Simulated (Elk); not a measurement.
## How TiTe2 absorbs and reflects light

Aim: the dielectric function of TiTe2, and the optical constants that follow from it.

Main program and level: Elk 11.2.3 (patched build); DFT, PBE, all-electron APW+lo, Dirac cores, scalar-relativistic bands, independent-particle optical response without local fields.

### 1. The structure

Symmetry: P-3m1, No. 164, trigonal system. The conventional cell has a = 3.777 Å, b = 3.777 Å, c = 6.498 Å, α = 90.00°, β = 90.00°, γ = 120.00°. Te has 3 Ti at 2.77 Å nearest. Nearest to Ti lie 6 Te at 2.77 Å. Farther neighbours and most contacts between anions are not listed.

### 2. Ground state

The self-consistent density comes first; it also tells whether there is a gap, which decides the occupations and the need for a Drude term.

This step: DFT, PBE, all-electron APW+lo, Dirac cores, scalar-relativistic bands, ground state (Elk 11.2.3 (patched build)).

elk.in

```
tasks
  0
  120

xctype
  20

nempty
  8

lorbcnd
  .true.

rgkmax
  7.0

swidth
  0.0018375

maxscl
  100

epsengy
  1e-05

sppath
  './'

avec
  7.137495572718 0.000000000000 0.000000000000
  -3.568747786359 6.181252485373 0.000000000000
  0.000000000000 0.000000000000 12.279440357818

atoms
  2
  'Te.in'
  2
  0.333333333333 0.666666666667 0.737200000000   0.000 0.000 0.000
  0.666666666667 0.333333333333 0.262800000000   0.000 0.000 0.000
  'Ti.in'
  1
  0.000000000000 0.000000000000 0.000000000000   0.000 0.000 0.000

ngridk
  6 6 3
```

On the command line:

```bash
$ OMP_NUM_THREADS=2 elk
```

Numbers of over 12 decimals in the logs are rounded to 6 here.

What it wrote:

```text
┌─────────────────────────┐
│ Elk code version 11.2.3 │
└─────────────────────────┘

All units are atomic (Hartree, Bohr, etc.)

┌─────────────────────────────────────────────────┐
│ Ground-state run starting from atomic densities │
└─────────────────────────────────────────────────┘

Lattice vectors :
   7.137495573       0.000000000       0.000000000
  -3.568747786       6.181252485       0.000000000
   0.000000000       0.000000000       12.27944036

Reciprocal lattice vectors :
  0.8803067187      0.5082453210      -0.000000000
   0.000000000       1.016490642       0.000000000
   0.000000000      -0.000000000      0.5116833605

Unit cell volume      :    541.7524817
Brillouin zone volume :   0.4578663168

Muffin-tin inner radius fraction :   0.1000000000E-01

Nuclei treated as point charges

Species : 1 (Te)
 parameters loaded from : Te.in
 name : tellurium
 nuclear charge    :   -52.00000000
 electronic charge :    52.00000000
 atomic mass :    232600.5708
 muffin-tin radius :    2.600000000
 number of radial points in muffin-tin :   1193
 inner part over the whole radius :   0.9992174838E-02
 number on inner part of muffin-tin    :    851
 approximate nuclear radius :   0.8944870508E-04
 number of mesh points to nuclear radius :    430
 atomic positions (lattice), magnetic fields (Cartesian) :
  1 :   0.33333333 -0.33333333 -0.26280000    0.00000000  0.00000000  0.00000000
  2 :  -0.33333333  0.33333333  0.26280000    0.00000000  0.00000000  0.00000000

Species : 2 (Ti)
 parameters loaded from : Ti.in
 name : titanium
 nuclear charge    :   -22.00000000
 electronic charge :    22.00000000
 atomic mass :    87256.20317
 muffin-tin radius :    2.400000000
 number of radial points in muffin-tin :    993
 inner part over the whole radius :   0.9985722337E-02
 number on inner part of muffin-tin    :    699
 approximate nuclear radius :   0.6805665174E-04
 number of mesh points to nuclear radius :    325
 atomic positions (lattice), magnetic fields (Cartesian) :
  1 :   0.00000000  0.00000000  0.00000000    0.00000000  0.00000000  0.00000000

Total number of atoms per unit cell :    3
Total muffin-tin volume :    205.1501891
 ratio of muffin-tin to unit cell volume :   0.3786788173

Spin treatment :
 spin-unpolarised

Number of Bravais lattice symmetries :   24
Number of crystal symmetries         :   12
Crystal has inversion symmetry
Real symmetric eigensolver will be used

k-point grid :      6     6     3
k-point offset :    0.000000000       0.000000000       0.000000000
k-point set is reduced with full crystal symmetry group
Total number of k-points :       17

Muffin-tin radius times maximum |G+k| :    7.000000000
 using average radius
Maximum |G+k| for APW functions       :    2.763157895
Maximum (1/2)|G+k|²                   :    3.817520776
Maximum |G| for potential and density :    12.00000000
Constant for pseudocharge density :    8
 order of it for each species :   15  15
 order of it for pair densities of each species (exact exchange by exxq0 0: 15) :   10   8
Radial integration step length :    1

G-vector grid sizes :     28    28    48
Number of G-vectors :    15785

Maximum angular momentum used for
 APW functions            :    8
 outer part of muffin-tin :    6
 inner part of muffin-tin :    2

Total nuclear charge    :   -126.0000000
Total core charge       :    82.00000000
Total valence charge    :    44.00000000
Total excess charge     :    0.000000000
Total electronic charge :    126.0000000

Effective Wigner radius, rₛ :    1.008743118

Number of empty states         :     24
Total number of valence states :     47
Total number of core states    :     82

Conduction state local-orbitals added automatically
Third-order local-orbitals added for an l without core states : F
Total number of local-orbitals :    190

Exchange-correlation functional :     20     0     0
 Perdew-Burke-Ernzerhof, Phys. Rev. Lett. 77, 3865 (1996)
 gradient requirement :    1
 generalised gradient approximation (GGA)

Smearing type :    3
 Fermi-Dirac
Smearing width :   0.1837500000E-02
Effective electronic temperature (K) :    580.2366081

Mixing type :    3
 Broyden mixing, J. Phys. A: Math. Gen. 17, L317 (1984)

Kohn-Sham potential initialised from atomic data

┌──────────────────────────────┐
│ Self-consistent loop started │
└──────────────────────────────┘

┌─────────────────┐
│ Loop number : 1 │
└─────────────────┘

Energies :
 Fermi                       :     0.106301
 sum of occupied eigenvalues :     -8767.8663770542
 electron kinetic            :      15236.018749572
 core electron kinetic       :      14834.075982114
 Coulomb                     :     -29290.138724457
 Coulomb potential           :     -23478.880728936
 nuclear-nuclear             :     -1417.5464801566
 electron-nuclear            :     -32293.288474973
 Hartree                     :      4420.6962306731
 Madelung                    :     -17550.698359989
 xc potential                :     -525.00439769046
 exchange                    :     -387.88488069593
 correlation                 :     -6.601775
 electron entropic           :    -0.29744227109908E-03
 total energy                :     -14448.606927568

Density of states at Fermi energy :    23.42717536
 (states/Hartree/unit cell)

Estimated indirect band gap :   0.5587383503E-02
 from k-point 11 to k-point 4
Estimated direct band gap   :   0.1783235473E-01
 at k-point 2

Charges :
 core                        :    82.00000000
 valence                     :    44.00000000
 interstitial                :    5.850733390
 muffin-tins (core leakage)
  species : 1 (Te)
   atom 1                    :    49.87914902     (  0.4108585886E-03)
   atom 2                    :    49.87914902     (  0.4108585886E-03)
  species : 2 (Ti)
   atom 1                    :    20.39096858     ( -0.2204188050E-06)
 total in muffin-tins        :    120.1492666
 total calculated charge     :    125.9981883
 total charge                :    126.0000000
 error                       :   0.1811732913E-02

┌─────────────────┐
│ Loop number : 2 │
└─────────────────┘

Energies :
 Fermi                       :     0.107796
 sum of occupied eigenvalues :     -8767.7659050661
 electron kinetic            :      15236.051199455
 core electron kinetic       :      14834.060812087
 Coulomb                     :     -29290.163970823
 Coulomb potential           :     -23478.871143889
 nuclear-nuclear             :     -1417.5464801566
 electron-nuclear            :     -32293.341894242
 Hartree                     :      4420.7244035756
 Madelung                    :     -17550.728398878
 xc potential                :     -524.94596063237
 exchange                    :     -387.88288283075
 correlation                 :     -6.601629
 electron entropic           :    -0.29818168567890E-03
 total energy                :     -14448.597581349

Density of states at Fermi energy :    23.51860021
 (states/Hartree/unit cell)

Estimated indirect band gap :   0.5579623321E-02
 from k-point 11 to k-point 4
Estimated direct band gap   :   0.1789985963E-01
 at k-point 2

Charges :
 core                        :    82.00000000
 valence                     :    44.00000000
 interstitial                :    5.851902124
 muffin-tins (core leakage)
  species : 1 (Te)
   atom 1                    :    49.88629934     (  0.4106638067E-03)
   atom 2                    :    49.88629934     (  0.4106638067E-03)
  species : 2 (Ti)
   atom 1                    :    20.37549919     ( -0.2204198619E-06)
 total in muffin-tins        :    120.1480979
 total calculated charge     :    125.9981897
 total charge                :    126.0000000
 error                       :   0.1810282687E-02

RMS change in Kohn-Sham potential (target) :   0.1965766519     (  0.1000000000E-05)
Absolute change in total energy (target)   :   0.9346219631E-02 (  0.1000000000E-04)

[... 15 loops left out ...]

┌──────────────────┐
│ Loop number : 18 │
└──────────────────┘

Energies :
 Fermi                       :     0.230432
 sum of occupied eigenvalues :     -8753.8534649201
 electron kinetic            :      15237.811098631
 core electron kinetic       :      14833.233722433
 Coulomb                     :     -29290.938217050
 Coulomb potential           :     -23477.018703377
 nuclear-nuclear             :     -1417.5464801566
 electron-nuclear            :     -32296.564456577
 Hartree                     :      4423.1727196836
 Madelung                    :     -17552.428865361
 xc potential                :     -514.64586017345
 exchange                    :     -387.97319584266
 correlation                 :     -6.598140
 electron entropic           :    -0.43041579882484E-03
 total energy                :     -14447.698884975

Density of states at Fermi energy :    36.61718456
 (states/Hartree/unit cell)

Estimated indirect band gap :   0.3797380118E-02
 from k-point 10 to k-point 4
Estimated direct band gap   :   0.1343738971E-01
 at k-point 2

Charges :
 core                        :    82.00000000
 valence                     :    44.00000000
 interstitial                :    5.720453802
 muffin-tins (core leakage)
  species : 1 (Te)
   atom 1                    :    50.00801043     (  0.4020653366E-03)
   atom 2                    :    50.00801043     (  0.4020653366E-03)
  species : 2 (Ti)
   atom 1                    :    20.26352534     ( -0.2204306977E-06)
 total in muffin-tins        :    120.2795462
 total calculated charge     :    125.9982217
 total charge                :    126.0000000
 error                       :   0.1778337521E-02

RMS change in Kohn-Sham potential (target) :   0.8507370790E-08 (  0.1000000000E-05)
Absolute change in total energy (target)   :   0.4414729119E-05 (  0.1000000000E-04)

Convergence targets achieved

┌──────────────────┐
│ Loop number : 19 │
└──────────────────┘

Energies :
 Fermi                       :     0.230432
 sum of occupied eigenvalues :     -8753.8534650301
 electron kinetic            :      15237.811098659
 core electron kinetic       :      14833.233722517
 Coulomb                     :     -29290.938217102
 Coulomb potential           :     -23477.018703473
 nuclear-nuclear             :     -1417.5464801566
 electron-nuclear            :     -32296.564456560
 Hartree                     :      4423.1727196145
 Madelung                    :     -17552.428865366
 xc potential                :     -514.64586021602
 exchange                    :     -387.97319583843
 correlation                 :     -6.598140
 electron entropic           :    -0.43041580220925E-03
 total energy                :     -14447.698884995

Density of states at Fermi energy :    36.61718488
 (states/Hartree/unit cell)

Estimated indirect band gap :   0.3797379924E-02
 from k-point 10 to k-point 4
Estimated direct band gap   :   0.1343738963E-01
 at k-point 2

Charges :
 core                        :    82.00000000
 valence                     :    44.00000000
 interstitial                :    5.720453808
 muffin-tins (core leakage)
  species : 1 (Te)
   atom 1                    :    50.00801043     (  0.4020653371E-03)
   atom 2                    :    50.00801043     (  0.4020653371E-03)
  species : 2 (Ti)
   atom 1                    :    20.26352533     ( -0.2204309428E-06)
 total in muffin-tins        :    120.2795462
 total calculated charge     :    125.9982217
 total charge                :    126.0000000
 error                       :   0.1778337526E-02

┌──────────────────────────────┐
│ Self-consistent loop stopped │
└──────────────────────────────┘

Warning : core states of species 1 leak from the muffin-tin :   0.4020653371E-03

Wrote STATE.OUT
```

The job ended after 16 s (2 threads of Arm Neoverse V2, shared host; peak memory 0.1 GiB).

This step gave:

* total energy: -14448 Ha
* Fermi energy: 6.270 eV
* DOS at the Fermi level: 1.346 states/eV/cell

There are states at the Fermi level within the smearing, so the occupations stay smeared and the carriers get a Drude term.

### 3. Independent particles

The spectrum is a sum over vertical transitions between filled and empty bands at the fixed density, so many empty bands are needed.

This step: DFT, PBE, all-electron APW+lo, Dirac cores, scalar-relativistic bands, independent-particle optical response without local fields (Elk 11.2.3 (patched build)).

Edit elk.in of step 2 so:

```diff
@@ -1,4 +1,10 @@
 tasks
-  0
-  120
+  121
+
+optcomp
+  1 1
+  3 3
+
+intraband
+  .true.
 
@@ -17,9 +23,7 @@
 swidth
-  0.0018375
+  0.0110248
 
-maxscl
-  100
-
-epsengy
-  1e-05
+wplot
+  400 100 0
+  0.0 1.10248
```

On the command line:

```bash
$ OMP_NUM_THREADS=2 elk
```

What it wrote:

```text
┌─────────────────────────────────┐
│ Elk code version 11.2.3 started │
└─────────────────────────────────┘

Info(readinput): the functional depends on the density's gradient
 muffin-tin radial points multiplied by    2.00000
 (not where nrmtscf is given)

┌────────────────────┐
│ Current task : 121 │
└────────────────────┘

Info(dielectric):
 dielectric tensor written to EPSILON_ij.OUT
 optical conductivity written to SIGMA_ij.OUT
 plasma frequency written to PLASMA_ij.OUT
 for components
  i = 1, j = 1
  i = 3, j = 3

┌──────────────────┐
│ Elk code stopped │
└──────────────────┘
```

The job ended after 1.2 s (2 threads; peak memory 0.04 GiB; 2.6 s of CPU time).

Numbers from this step:

- Drude plasma energy, first axis: 2.565 eV

Sum at mesh points, not converged in k. The Im ε by photon energy; read off at these points:

| photon energy (eV) | E ∥ x | E ∥ z |
| --- | --- | --- |
| 0.5 | 46.5 | 11.8 |
| 1.0 | 45.0 | 6.69 |
| 1.5 | 17.8 | 8.36 |
| 2.0 | 11.5 | 9.55 |
| 2.5 | 10.5 | 11.1 |
| 3.0 | 10.7 | 14.4 |
| 3.5 | 9.70 | 12.4 |
| 4.0 | 8.92 | 9.78 |
| 4.5 | 7.30 | 8.40 |
| 5.0 | 6.15 | 7.72 |
| 5.5 | 5.08 | 8.23 |
| 6.0 | 4.06 | 5.43 |
| 6.5 | 5.24 | 6.98 |
| 7.0 | 7.24 | 5.54 |
| 7.5 | 5.76 | 5.12 |
| 8.0 | 4.60 | 4.68 |
| 8.5 | 3.48 | 4.39 |
| 9.0 | 3.42 | 3.82 |
| 9.5 | 3.74 | 3.42 |
| 10.0 | 3.23 | 2.73 |
| 10.5 | 2.40 | 2.18 |
| 11.0 | 1.94 | 1.73 |
| 11.5 | 1.63 | 1.51 |
| 12.0 | 1.31 | 1.43 |
| 12.5 | 1.18 | 1.11 |
| 13.0 | 1.01 | 0.988 |
| 13.5 | 0.870 | 0.847 |
| 14.0 | 0.807 | 0.727 |
| 14.5 | 0.630 | 0.639 |
| 15.0 | 0.536 | 0.540 |
| 15.5 | 0.457 | 0.385 |
| 16.0 | 0.423 | 0.391 |
| 16.5 | 0.374 | 0.322 |
| 17.0 | 0.334 | 0.292 |

Values under 1 per cm are given as 1; sum at mesh points, not converged in k. Absorption coefficient against photon energy:

| photon energy (eV) | E ∥ x (1/cm) | E ∥ z (1/cm) |
| --- | --- | --- |
| 0.525 | 1.9e5 | 1.1e5 |
| 0.975 | 4.6e5 | 92387 |
| 1.500 | 5.3e5 | 1.7e5 |
| 2.025 | 4.9e5 | 2.8e5 |
| 2.475 | 5.1e5 | 3.7e5 |
| 3.000 | 6.6e5 | 6.6e5 |
| 3.525 | 7.6e5 | 8.1e5 |
| 3.975 | 8.5e5 | 8.2e5 |
| 4.500 | 9.1e5 | 9.0e5 |
| 5.025 | 9.3e5 | 9.3e5 |
| 5.475 | 9.6e5 | 1.1e6 |
| 6.000 | 8.2e5 | 1.0e6 |
| 6.525 | 9.1e5 | 1.2e6 |
| 6.975 | 1.3e6 | 1.3e6 |
| 7.500 | 1.5e6 | 1.4e6 |
| 8.025 | 1.5e6 | 1.4e6 |
| 8.475 | 1.4e6 | 1.5e6 |
| 9.000 | 1.4e6 | 1.6e6 |
| 9.525 | 1.6e6 | 1.7e6 |
| 9.975 | 1.7e6 | 1.7e6 |
| 10.500 | 1.7e6 | 1.6e6 |
| 11.025 | 1.6e6 | 1.6e6 |
| 11.475 | 1.6e6 | 1.5e6 |
| 12.000 | 1.5e6 | 1.5e6 |
| 12.525 | 1.5e6 | 1.5e6 |
| 12.975 | 1.5e6 | 1.4e6 |
| 13.500 | 1.4e6 | 1.4e6 |
| 14.025 | 1.4e6 | 1.3e6 |
| 14.475 | 1.3e6 | 1.3e6 |
| 15.000 | 1.2e6 | 1.2e6 |
| 15.525 | 1.1e6 | 1.1e6 |
| 15.975 | 1.1e6 | 9.9e5 |
| 16.500 | 9.9e5 | 9.3e5 |
| 17.025 | 9.0e5 | 7.8e5 |

The reflectivity at normal incidence has structure finer than the step of the table below, so its rows give means over 0.5 eV, whole bins alone (the curve runs from 0.3 to 17.0 eV). Peaks (eV: height): E ∥ x 1.12: 65.7, 8.10: 42.4, 11.85: 47.2; E ∥ z 3.00: 43.2, 5.62: 40.9, 6.75: 39.5, 10.95: 47.4, 12.45: 46.9, 15.38: 48.9, 16.50: 41.3.

Sum at mesh points, not converged in k. Reflectivity at normal incidence against photon energy; means over each step:

| photon energy (eV) | E ∥ x (%) | E ∥ z (%) |
| --- | --- | --- |
| 1.0 | 64.9 | 34.1 |
| 1.5 | 58.4 | 37.2 |
| 2.0 | 45.0 | 37.1 |
| 2.5 | 39.5 | 39.2 |
| 3.0 | 40.6 | 42.8 |
| 3.5 | 40.1 | 42.2 |
| 4.0 | 40.2 | 39.3 |
| 4.5 | 39.1 | 37.7 |
| 5.0 | 36.4 | 35.5 |
| 5.5 | 34.1 | 39.4 |
| 6.0 | 26.3 | 34.8 |
| 6.5 | 26.1 | 35.1 |
| 7.0 | 35.6 | 37.8 |
| 7.5 | 40.8 | 38.3 |
| 8.0 | 41.7 | 36.3 |
| 8.5 | 38.2 | 38.8 |
| 9.0 | 33.9 | 39.8 |
| 9.5 | 37.2 | 42.6 |
| 10.0 | 41.9 | 45.4 |
| 10.5 | 46.4 | 46.1 |
| 11.0 | 45.8 | 46.8 |
| 11.5 | 46.2 | 44.7 |
| 12.0 | 46.5 | 43.6 |
| 12.5 | 45.2 | 46.2 |
| 13.0 | 45.2 | 45.4 |
| 13.5 | 44.3 | 45.1 |
| 14.0 | 43.5 | 44.5 |
| 14.5 | 46.6 | 44.1 |
| 15.0 | 45.3 | 46.0 |
| 15.5 | 42.9 | 47.2 |
| 16.0 | 40.2 | 40.0 |
| 16.5 | 38.9 | 40.3 |

Sum at mesh points, not converged in k. The loss function −Im 1/ε at q → 0 by energy loss; read off at these points:

| energy loss (eV) | E ∥ x | E ∥ z |
| --- | --- | --- |
| 0.5 | 0.0152 | 0.0808 |
| 1.0 | 0.0222 | 0.0364 |
| 1.5 | 0.0510 | 0.0347 |
| 2.0 | 0.0869 | 0.0482 |
| 2.5 | 0.0893 | 0.0446 |
| 3.0 | 0.0917 | 0.0584 |
| 3.5 | 0.103 | 0.0778 |
| 4.0 | 0.112 | 0.0993 |
| 4.5 | 0.136 | 0.118 |
| 5.0 | 0.161 | 0.127 |
| 5.5 | 0.193 | 0.121 |
| 6.0 | 0.244 | 0.183 |
| 6.5 | 0.169 | 0.143 |
| 7.0 | 0.138 | 0.174 |
| 7.5 | 0.160 | 0.180 |
| 8.0 | 0.183 | 0.204 |
| 8.5 | 0.244 | 0.202 |
| 9.0 | 0.269 | 0.219 |
| 9.5 | 0.233 | 0.219 |
| 10.0 | 0.233 | 0.235 |
| 10.5 | 0.245 | 0.271 |
| 11.0 | 0.297 | 0.303 |
| 11.5 | 0.330 | 0.361 |
| 12.0 | 0.378 | 0.404 |
| 12.5 | 0.436 | 0.431 |
| 13.0 | 0.497 | 0.498 |
| 13.5 | 0.586 | 0.582 |
| 14.0 | 0.659 | 0.688 |
| 14.5 | 0.719 | 0.799 |
| 15.0 | 0.942 | 0.888 |
| 15.5 | 1.24 | 1.20 |
| 16.0 | 1.51 | 1.75 |
| 16.5 | 1.86 | 2.08 |
| 17.0 | 2.38 | 3.04 |

Optical constants at common wavelengths, from n + ik = √ε:

| wavelength (nm) | n x | k x | R (%) x | 1/α x | n z | k z | R (%) z | 1/α z |
| --- | --- | --- | --- | --- | --- | --- | --- | --- |
| 1064 | 3.81 | 4.595 | 65.6 | 18 nm | 3.65 | 0.977 | 35.4 | 87 nm |
| 800 | 2.50 | 3.321 | 57.0 | 19 nm | 3.80 | 1.155 | 37.6 | 55 nm |
| 633 | 2.38 | 2.475 | 45.8 | 20 nm | 3.50 | 1.386 | 36.9 | 36 nm |
| 532 | 2.50 | 2.066 | 39.5 | 20 nm | 3.58 | 1.376 | 37.4 | 31 nm |
| 405 | 2.44 | 2.145 | 40.6 | 15 nm | 3.22 | 2.194 | 43.1 | 15 nm |
| 308 | 2.09 | 2.119 | 40.4 | 12 nm | 2.41 | 2.031 | 38.8 | 12 nm |
| 193 | 1.88 | 1.302 | 24.7 | 12 nm | 1.92 | 1.726 | 33.2 | 8.9 nm |

In reflection the computed colour is grey: x = 0.313, y = 0.322, luminous reflectivity 39 %.

### 4. What came out

| Quantity | Value |
| --- | --- |
| Drude plasma energy, first axis | 2.56 eV |

**Reading.** At this level (PBE, independent particles) TiTe2 is a metal with a Drude plasma energy of 2.6 eV along x and 2.2 eV along z. The mesh is too coarse to trust the carriers' weight, the reflectivity or the colour to better than tens of per cent. Along x the bare Drude plasma energy is 2.6 eV; Re ε first rises through zero at 0.16 eV, far lower, because interband transitions screen the carriers. Im ε is 120 there, so the loss peak at that energy is weak. In reflection the computed colour is grey: x = 0.313, y = 0.322, luminous reflectivity 39 %. The carriers' damping of 0.3 eV is typed, not computed; at 0.8 eV the carriers give 7 % of Im ε along the first axis; the rest comes from the sum over bands, which at low energy also holds close bands and the noise of the mesh. Spin-orbit coupling is left out although heavy atoms are present. The curves end at 17 eV, about where the summed bands run out. The sum runs over mesh points 0.32 Å⁻¹ apart with no interpolation, so peaks are partly noise of the mesh, and the Drude plasma energy, a sum over the Fermi surface, isn't converged. Besides steps told in other documents, this task had 3 runs with a known fault of program or setting; those not told in a step above aren't shown.

[Machine, clock and banner lines and Python warnings are left out of the logs.]

[Logs are printed without paths, hosts, clocks, repeated set-up lines and the standing remarks that a program may print on its own settings, such as how far it seeks lower states.]

[Hosts, paths, dates, database ids (printed as entryN), source tags and the programs' standing remarks are cut or masked in the printed files.]
